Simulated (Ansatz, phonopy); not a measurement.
# Grüneisen parameters and expansion of KBr (Fm-3m), part 4 of 4

Aim: how the vibrations of KBr shift with volume, and the expansion that follows.

What experiment has found for this phase:
- volume expansion coefficient 116.1 1e-6/K and heat capacity C_P per formula unit 52.3 J/mol/K near room temperature (given in “High-Throughput Prediction of Finite-Temperature Properties using the Quasi-Harmonic Approximation”, 2016, arXiv:1603.06924)
- volume expansion coefficient 117.6 1e-6/K near room temperature (given in “Descriptors for thermal expansion in solids”, 2017, arXiv:1701.03966)

Ansatz 0.2.0; DFT PBE, scalar-relativistic, plane waves, PAW.

So far. Step 13 (Lattice dynamics at this volume, V/V0 0.97): No mode is imaginary beyond numerical noise at the solved wavevectors. The highest zone-centre mode (no LO–TO term) moved by +7.9 % for a volume change of -3.0 %. Step 14 (Single point at a scaled cell, V/V0 1.05): The run ends at a pressure of -0.58 GPa.

### 15. Phonons, V/V0 1.05

The same q-mesh and k-mesh are kept at every volume, so that much of their error can cancel in the differences.

Input file input.yaml:

```yaml
crystal:
  lattice:
    - [0.0, 3.4077311691, 3.4077311691]
    - [3.4077311691, 0.0, 3.4077311691]
    - [3.4077311691, 3.4077311691, 0.0]
  atoms:
    - { symbol: K, position: [0.0, 0.0, 0.0] }
    - { symbol: Br, position: [0.5, 0.5, 0.5] }
kpoints:
  mp_grid: { grid: [8, 8, 8] }
hamiltonian:
  xc: pbe
scf:
  occupations: { method: fixed }
output:
  eigenvalues: true
phonons:
  method: dfpt
  dielectric: true
  rigid_motions: translations
  qmesh: [4, 4, 4]
  temperatures: { t_max: 1000, t_step: 50 }
  qpath:
    path:
      - [[0.0, 0.0, 0.0], [0.5, 0.0, 0.5], [0.625, 0.25, 0.625]]
      - [[0.375, 0.375, 0.75], [0.0, 0.0, 0.0], [0.5, 0.5, 0.5], [0.5, 0.25, 0.75], [0.5, 0.0, 0.5]]
    npoints: 10
```

Started as:

```console
$ ansatz run input.yaml --threads 2 --pin off --max-ram 5120MiB --backend cpu --events-out ev --progress --plain --runs-dir out
```

Numbers of over 12 decimals in the logs are rounded to 6 here.

The log of the run:

```text
[...]
Crystal: 2 atoms, lattice volume = 79.145 Å³
Basis set: ecut = 420 eV, 1471 PW (Γ), exchange–correlation on 72×72×72 points (8 copies of the dense FFT grid, shifted against one another)
Bands: 12, of which v1, the nominal top of the filled ones, is band 8 counted from 1 (7 counted from 0)
Symmetry: 48 space group operations
k-points: 59 of 512 (irreducible under 8 space group operations, time reversal used)
[...]
optical modes at Γ + LO–TO along q̂ = [0.0000, 1.0000, 0.0000]:
      ω (cm⁻¹)  modes    IR ((D/Å)²/amu)
         87.89      2             2.3008
        142.86      1             1.1504
  optical modes at Γ + LO–TO along q̂ = [0.0000, 0.0000, 1.0000]:
      ω (cm⁻¹)  modes    IR ((D/Å)²/amu)
         87.89      2             2.3008
        142.86      1             1.1504
--- Phonons (arbitrary-q DFPT): 8 irreducible q on the 4×4×4 mesh ---
[...]
interpolated dispersion: 63 rows × 6 modes
[...]
[key lines of the parts left out:]
SCF converged after 7 iterations
Free energy (F): -4324.496834 eV
Fermi energy:    0.456910 eV
```

Wall time 3 min (2 threads of Arm Neoverse V2, shared host); peak memory 1.2 GiB.

LO-TO term included. Phonon branches along the path, in cm⁻¹:

```
    point  branch 1  branch 2  branch 3  branch 4  branch 5  branch 6
        Γ         0         0         0        88        88       143
  halfway        31        31        64        89        89       118
        X        43        43        72        91        91        98
  halfway        45        50        70        89        93        97
        U        50        65        66        85        96        98
jump to K        50        65        66        85        96        98
  halfway        38        46        62        79        91       128
        Γ         0         0         0        88        88       143
  halfway        36        36        54        84        84       137
        L        56        56        77        77        83       127
  halfway        56        59        74        81        88       112
        W        61        61        64        90        94        94
  halfway        49        54        69        91        92        97
        X        43        43        72        91        91        98
```

The phonon branches as a text plot (rows in cm⁻¹):

```
    140 |***                      ***********
    134 |   *                    *           **
    128 |    **                 *              ****
    122 |                      *                   **
    116 |      *             **                      *
    110 |       *           *                         **
    104 |        *         *                            *
     98 |         *********                              *  *****
     92 |    *** ********  *********                   **********
     86 |****   *      ****       ***********       *** **
     80 |                  **   **           ***********
     74 |        ******    *****               *********        *
     68 |       *      ****    *              *         *   ****
     63 |      *         ***    *            *         ******
     57 |    **         *  ****             *   *********  ***
     51 |              * **  *** *             *             **
     45 |   *       *****      **          * **               ***
     39 |        ***            ****        *
     33 |      **                *        *
     27 |  * **                   ***      *
     21 |   *                     ***    **
     15 | **                        **   *
      9 | *                          *  *
      3 |*                            **
         Γ           X  U|K            Γ         L        W     X
```

No mode is imaginary beyond numerical noise at the solved wavevectors. The highest zone-centre mode (no LO–TO term) moved by -12.3 % for a volume change of +5.0 %.

### 16. How the modes move with volume

This step: DFT PBE, scalar-relativistic, plane waves, PAW (phonopy 4.10.0).

This step gave:

* share of modes with a negative Grüneisen parameter: 0.095

Mean Grüneisen, by row:

```
T (K)  heat-capacity-weighted mean  root mean square
   50                        1.484             1.765
  100                        1.581             1.829
  200                        1.605             1.845
  300                         1.61             1.847
  500                        1.612             1.849
  800                        1.613             1.849
```

The mean mode Grueneisen parameter by wavenumber:

```
wavenumber (cm⁻¹)  mean mode Grueneisen parameter
              2.5                               -
              7.5                               -
             17.6                            0.44
             22.6                           0.491
             32.7                           0.717
             37.7                            0.39
             42.7                            0.43
             52.8                           0.922
             57.8                            1.21
             62.8                            1.43
             72.9                            1.05
             77.9                            1.37
             88.0                            2.36
             93.0                            2.45
             98.0                            2.49
            108.1                            2.46
            113.1                               2
            118.1                            1.63
            128.2                             1.3
            133.2                            1.23
            143.3                            1.18
            148.3                            1.18
```

Volume series, by row:

```
 V/V0  V (Å³/atom)  pressure (GPa)  E - E0 (meV/atom)  gap (eV)  zero-point energy (meV/atom)  lowest on the path (cm⁻¹)  highest at Gamma without the LO-TO term (cm⁻¹)
 0.97        36.56           0.441              1.513      4.39                         16.16                          0                                           108.1
0.985        37.12           0.211              0.369      4.35                         15.73                          0                                           104.1
    1        37.69               0                  0     4.311                         15.32                          0                                           100.2
1.015        38.25          -0.193              0.346     4.273                         14.92                          0                                           96.45
 1.03        38.82          -0.371              1.346     4.237                         14.53                          0                                           92.73
 1.05        39.57          -0.584                3.6      4.19                         14.02                          0                                           87.89
```

Table of optical frequency at Gamma without the LO-TO term, mode 4 by V/V0:

```
  V/V0  optical frequency at Gamma without the LO-TO term, mode 4 (cm⁻¹)
0.9700                                                               108
0.9850                                                               104
1.0000                                                               100
1.0150                                                              96.5
1.0300                                                              92.7
1.0500                                                              87.9
```

Grüneisen at points, by row:

```
point  branch  frequency (cm⁻¹)  mode Grüneisen parameter
    Γ       4             100.3                      2.56
    Γ       6             151.3                      1.19
    X       1                42                     -0.64
    X       3              72.2                     -0.08
    X       4               104                      2.65
    X       6             110.9                      2.52
    U       1              52.5                       0.9
    U       2              66.4                     -0.16
    U       3              67.6                      0.79
    U       4              97.6                       2.6
    U       5             108.7                      2.58
    U       6             109.1                      2.12
    K       1              52.5                       0.9
    K       2              66.4                     -0.16
    K       3              67.6                      0.79
    K       4              97.6                       2.6
    K       5             108.7                      2.58
    K       6             109.1                      2.12
    L       1              62.8                       2.3
    L       3              86.3                      2.36
    L       5              87.8                      1.24
    L       6             134.7                       1.2
    W       1              60.4                     -0.26
    W       3              70.6                      1.85
    W       4              98.6                      1.91
    W       5             107.4                      2.61
```

### 17. Quasi-harmonic fit by phonopy

The energy (each curve on its own zero) by volume; values in meV/atom:

```
volume (Å³/atom)  static  F at 0 K  F at 300 K  F at 600 K
           36.56    1.51      2.56        6.39        11.1
           37.12    0.37      0.99        3.36        6.28
           37.69       0      0.21        1.09        2.17
           38.25    0.35      0.15       -0.48       -1.27
           38.82    1.35      0.76       -1.41        -4.1
           39.57     3.6      2.51       -1.78       -7.04
```

Phonopy-qha, vinet fit of F(V) at each temperature; no electronic free energy. Qha vinet, by row:

```
T (K)  fitted volume (Å³/atom)  alpha_V (1e-6/K)  B_T (GPa)  C_P (J/mol-atom/K)  Grueneisen
   75                    38.17             109.1      12.67               20.59       1.568
  100                    38.29             125.3      12.42               22.71        1.62
  125                    38.41             135.3      12.16               23.86       1.647
  150                    38.54             142.8      11.89               24.59       1.666
  175                    38.69             149.1      11.62               25.12       1.682
  200                    38.83               155      11.34               25.56       1.697
  225                    38.99             160.8      11.06               25.94       1.712
  250                    39.15             166.6      10.77               26.29       1.727
```

Volume expansion coefficient, phonopy-qha, Vinet against temperature:

```
temperature (K)  volume expansion coefficient, phonopy-qha, Vinet (1e-6/K)
           75.0                                                        109
          100.0                                                        125
          125.0                                                        135
          150.0                                                        143
          175.0                                                        149
          200.0                                                        155
          225.0                                                        161
          250.0                                                        167
```

### 18. Summary of results

```
mean mode Grüneisen parameter at 300 K : 1.61
```

What this shows: The table stops at 250 K because beyond it the fitted volume comes within 1 % of the largest computed cell, where the fit loses its support. The heat-capacity-weighted Grüneisen parameter goes from 1.48 at 50 K to 1.61 at 800 K; 10 % of the modes stiffen on expansion. Weighting γ by the density of states and each mode's heat capacity at 300 K, modes below 50 cm⁻¹ give about 5 % of the sum of γC that drives the expansion, those up to 100 cm⁻¹ 56 % and the rest 39 %. Among the labelled points γ is largest for branch 4 at X (104 cm⁻¹, 2.6) and most negative for branch 1 at X (42 cm⁻¹, -0.64).

[Logs are printed without paths, hosts, clocks, repeated set-up lines and the standing remarks that a program may print on its own settings, such as how far it seeks lower states.]

[Hosts, paths, dates, database ids (printed as entryN), source tags and the programs' standing remarks are cut or masked in the printed files.]

[A step with changed settings may run another functional than the one named; its input shows which.]

[Of the runs on displaced cells, only some may be shown.]
